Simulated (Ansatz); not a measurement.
# TiFe (Pm-3m): phonons and vibrational spectra, part 2 of 2

Wanted: vibrations and spectra of TiFe (Pm-3m); the cell is already relaxed. After the zone centre comes a 4×4×4 q mesh on a 16×16×16 k mesh.

Ansatz 0.2.0; DFT PBEsol, scalar-relativistic, plane waves, PAW; PAW set soft_1.

So far. Step 2 (Zone-centre response): Before it was imposed, the acoustic sum rule was missed by 1.2e-4 eV/Å². Small misses are needed for a sound result but don't prove that mesh and cutoff are converged. The lowest optical mode is real, 251 cm⁻¹.

### Step 3. Phonons on a q mesh (continued)

The partial phonon density of states has structure finer than the step of the table below, so its rows give means over 20 cm⁻¹, whole bins alone (the curve runs from -10 to 414 cm⁻¹). Peaks (cm⁻¹: height): Fe 249.0: 0.0527; Ti 174.2: 0.0144, 249.0: 0.0157, 275.7: 0.0163, 310.4: 0.0309.

Phonopy on the run's constants, 19x19x19 mesh, Gaussian sigma 3.0 cm-1. Interpolated from a 4×4×4 q mesh. Partial phonon density of states against wavenumber; means over each step; values in 1/cm⁻¹/cell:

| wavenumber (cm⁻¹) | Fe | Ti |
| --- | --- | --- |
| 0 | 1.1e-5 | 9.3e-6 |
| 20 | 7.9e-5 | 7.0e-5 |
| 40 | 2.8e-4 | 2.4e-4 |
| 60 | 6.6e-4 | 5.8e-4 |
| 80 | 0.00106 | 9.6e-4 |
| 100 | 0.00190 | 0.00179 |
| 120 | 0.00268 | 0.00287 |
| 140 | 0.00396 | 0.00517 |
| 160 | 0.00464 | 0.0105 |
| 180 | 0.00567 | 0.0120 |
| 200 | 0.00806 | 0.00852 |
| 220 | 0.0335 | 0.0102 |
| 240 | 0.0429 | 0.0146 |
| 260 | 0.0315 | 0.0121 |
| 280 | 0.00690 | 0.0136 |
| 300 | 0.00346 | 0.0218 |
| 320 | 0.00184 | 0.0187 |
| 340 | 6.1e-4 | 0.00815 |
| 360 | 2.6e-4 | 0.00505 |
| 380 | 6.8e-5 | 0.00270 |
| 400 | 1.1e-6 | 2.1e-4 |

Second derivatives of the energy by pair, one row for each kind of neighbour of each atom listed. Each entry sums the pair over the periodic images of the supercell that the q mesh stands for, and in a polar crystal it holds the long-range dipole part too. Force constants by pair, by row:

| atom | neighbour | distance (Å) | third of the trace (eV/Å²) | along the pair's line (eV/Å²) |
| --- | --- | --- | --- | --- |
| Ti1 | itself | 0 | 12.07 | – |
| Ti1 | Fe | 2.525 | -0.879 | -1.461 |
| Ti1 | Ti | 2.916 | -0.6732 | -3.425 |
| Ti1 | Ti | 4.124 | -0.0582 | -0.5875 |
| Ti1 | Fe | 4.836 | 0.0277 | 0.1056 |
| Ti1 | Ti | 5.051 | -0.1233 | -0.3779 |
| Ti1 | Ti | 5.832 | 1.00e-4 | -0.0432 |
| Ti1 | Fe | 6.355 | 0.0124 | 0.0459 |
| Ti1 | Ti | 6.521 | -0.0134 | -0.0218 |
| Fe2 | itself | 0 | 11.13 | – |
| Fe2 | Ti | 2.525 | -0.879 | -1.461 |
| Fe2 | Fe | 2.916 | -0.5974 | -1.366 |
| Fe2 | Fe | 4.124 | -0.056 | -0.3187 |
| Fe2 | Ti | 4.836 | 0.0277 | 0.1056 |
| Fe2 | Fe | 5.051 | -0.1035 | -0.3617 |
| Fe2 | Fe | 5.832 | -0.0201 | -0.1848 |
| Fe2 | Ti | 6.355 | 0.0124 | 0.0459 |
| Fe2 | Fe | 6.521 | -0.0098 | -0.0298 |

Harmonic thermodynamic functions per atom, from the density of states. Interpolated from a 4×4×4 q mesh. Thermodynamic functions, by row:

| T (K) | F_vib (meV/atom) | S (J/mol-atom/K) | C_V (J/mol-atom/K) |
| --- | --- | --- | --- |
| 0 | 44.74 | 0 | 0 |
| 50 | 44.67 | 0.644 | 2.138 |
| 100 | 43.44 | 4.615 | 10.39 |
| 200 | 33.08 | 15.21 | 19.41 |
| 300 | 12.71 | 23.71 | 22.24 |
| 400 | -15.41 | 30.29 | 23.37 |
| 500 | -49.62 | 35.56 | 23.92 |
| 600 | -88.82 | 39.95 | 24.22 |
| 700 | -132.2 | 43.7 | 24.41 |
| 800 | -179.2 | 46.97 | 24.54 |
| 900 | -229.5 | 49.87 | 24.62 |
| 1000 | -282.5 | 52.46 | 24.68 |

Harmonic mean-square displacement, third of the trace. Interpolated from a 4×4×4 q mesh. Mean square displacements, by row:

| T (K) | Ti1 U_eq (Å²) | Fe2 U_eq (Å²) |
| --- | --- | --- |
| 0 | 0.00156 | 0.00141 |
| 100 | 0.00187 | 0.0017 |
| 300 | 0.00378 | 0.00347 |
| 600 | 0.00716 | 0.00658 |

Symmetry leaves 10 wavevectors to solve. The lowest mode among them, the acoustic zeros apart, lies at q = (0, 0, 0.25) and is real, 96.2 cm⁻¹.

### Step 4. Another isotope, element Fe, natural mass 55.845 amu

An isotope changes the mass and not the force constants, so no new electronic calculation is needed; the shifts show which modes move this element.

The same force constants with the mass of Fe changed from 55.845 to 53.940 u (phonopy, no LO-TO term). Both lists are sorted by frequency; levels can cross, so a row need not hold one and the same mode. Modes under 3 cm⁻¹ are left out. Isotope shifts, by row:

| q | rank | natural mass (cm⁻¹) | changed mass (cm⁻¹) |
| --- | --- | --- | --- |
| 0 0 0 | 4 | 251.2 | 253.3 |
| 0 0 0 | 5 | 251.2 | 253.3 |
| 0 0 0 | 6 | 251.2 | 253.3 |
| 0 0 0.25 | 1 | 96.23 | 96.99 |
| 0 0 0.25 | 2 | 96.23 | 96.99 |
| 0 0 0.25 | 3 | 193.2 | 195.8 |
| 0 0 0.25 | 4 | 236.1 | 238.3 |
| 0 0 0.25 | 5 | 236.1 | 238.3 |
| 0 0 0.25 | 6 | 336.4 | 337.8 |
| 0 0 -0.5 | 1 | 155.4 | 155.4 |
| 0 0 -0.5 | 2 | 155.4 | 155.4 |
| 0 0 -0.5 | 3 | 210.5 | 214.2 |
| 0 0 -0.5 | 4 | 210.5 | 214.2 |
| 0 0 -0.5 | 5 | 268.2 | 272.9 |
| 0 0 -0.5 | 6 | 393.4 | 393.4 |
| 0 0.25 0.25 | 1 | 131.5 | 132.3 |
| 0 0.25 0.25 | 2 | 167.2 | 169.2 |
| 0 0.25 0.25 | 3 | 229.2 | 231.7 |
| 0 0.25 0.25 | 4 | 233.7 | 237.1 |
| 0 0.25 0.25 | 5 | 283.5 | 285.1 |
| 0 0.25 0.25 | 6 | 311.2 | 312.1 |

A mode of this element alone would shift by +1.75 %. The highest zone-centre frequency without the field goes from 251.2 to 253.3 cm⁻¹ (+0.8 %). The product of the frequency ratios over all optical modes at Γ is 1.025; the product rule, (m/m′)^(3k/2) (M′/M)^(3/2) with k = 1 such atoms and M the mass of the cell, gives 1.025.

### Step 5. Another isotope, element Ti, natural mass 47.867 amu

The same for Ti, from 47.87 to 49.94 u.

The same force constants with the mass of Ti changed from 47.867 to 49.945 u (phonopy, no LO-TO term). Both lists are sorted by frequency; levels can cross, so a row need not hold one and the same mode. Modes under 3 cm⁻¹ are left out. Isotope shifts, by row:

| q | rank | natural mass (cm⁻¹) | changed mass (cm⁻¹) |
| --- | --- | --- | --- |
| 0 0 0 | 4 | 251.2 | 248.4 |
| 0 0 0 | 5 | 251.2 | 248.4 |
| 0 0 0 | 6 | 251.2 | 248.4 |
| 0 0 0.25 | 1 | 96.23 | 95.12 |
| 0 0 0.25 | 2 | 96.23 | 95.12 |
| 0 0 0.25 | 3 | 193.2 | 192.2 |
| 0 0 0.25 | 4 | 236.1 | 233.8 |
| 0 0 0.25 | 5 | 236.1 | 233.8 |
| 0 0 0.25 | 6 | 336.4 | 331 |
| 0 0 -0.5 | 1 | 155.4 | 152.2 |
| 0 0 -0.5 | 2 | 155.4 | 152.2 |
| 0 0 -0.5 | 3 | 210.5 | 210.5 |
| 0 0 -0.5 | 4 | 210.5 | 210.5 |
| 0 0 -0.5 | 5 | 268.2 | 268.2 |
| 0 0 -0.5 | 6 | 393.4 | 385.1 |
| 0 0.25 0.25 | 1 | 131.5 | 129.7 |
| 0 0.25 0.25 | 2 | 167.2 | 166.1 |
| 0 0.25 0.25 | 3 | 229.2 | 227.4 |
| 0 0.25 0.25 | 4 | 233.7 | 232.8 |
| 0 0.25 0.25 | 5 | 283.5 | 279.5 |
| 0 0.25 0.25 | 6 | 311.2 | 305.8 |

A mode of this element alone would shift by -2.10 %. The highest zone-centre frequency without the field goes from 251.2 to 248.4 cm⁻¹ (-1.1 %). The product of the frequency ratios over all optical modes at Γ is 0.967; the product rule, (m/m′)^(3k/2) (M′/M)^(3/2) with k = 1 such atoms and M the mass of the cell, gives 0.967.

### Step 6. Summary of results

```yaml
space_group_within_0p01_a: Pm-3m
volume_per_atom: 12.4 Å³
electronic_character: no gap on this mesh
highest_optical_mode_at_the_zone_centre_no_lo_to_term: 251 cm⁻¹
lowest_optical_zone_centre_mode: 251 cm⁻¹
lowest_mode_on_the_q_mesh_acoustic_modes_at_gamma_apart: 96.2 cm⁻¹
highest_frequency_on_the_path_or_at_a_solved_wavevector: 393 cm⁻¹
zero_point_energy_per_atom: 44.7 meV
heat_capacity_at_300_k: 22.2 J/(mol atoms K)
vibrational_entropy_at_300_k: 23.7 J/(mol atoms K)
debye_temperature_second_moment: 460 K
imaginary_modes_on_the_4x4x4_q_mesh: none
```

What this shows: The structure is a minimum as far as tested: no mode is imaginary at the 10 irreducible wavevectors of the 4×4×4 mesh, and the softest away from the acoustic zeros lies at 96 cm⁻¹. The optical modes at Γ form one degenerate level at 251 cm⁻¹. With no gap, or one that is small against the smearing, the frequencies hang on the k mesh and the smearing, most of all near Kohn anomalies. The phonon runs are without spin polarisation, although Fe often carries a moment. The PAW files were made for PBE and serve the other functionals too. These are harmonic frequencies at zero temperature: anharmonic shifts, linewidths and thermal expansion are left out.

[Logs are printed without paths, hosts, clocks, repeated set-up lines and the standing remarks that a program may print on its own settings, such as how far it seeks lower states.]

[Hosts, paths, dates, database ids (printed as entryN), source tags and the programs' standing remarks are cut or masked in the printed files.]
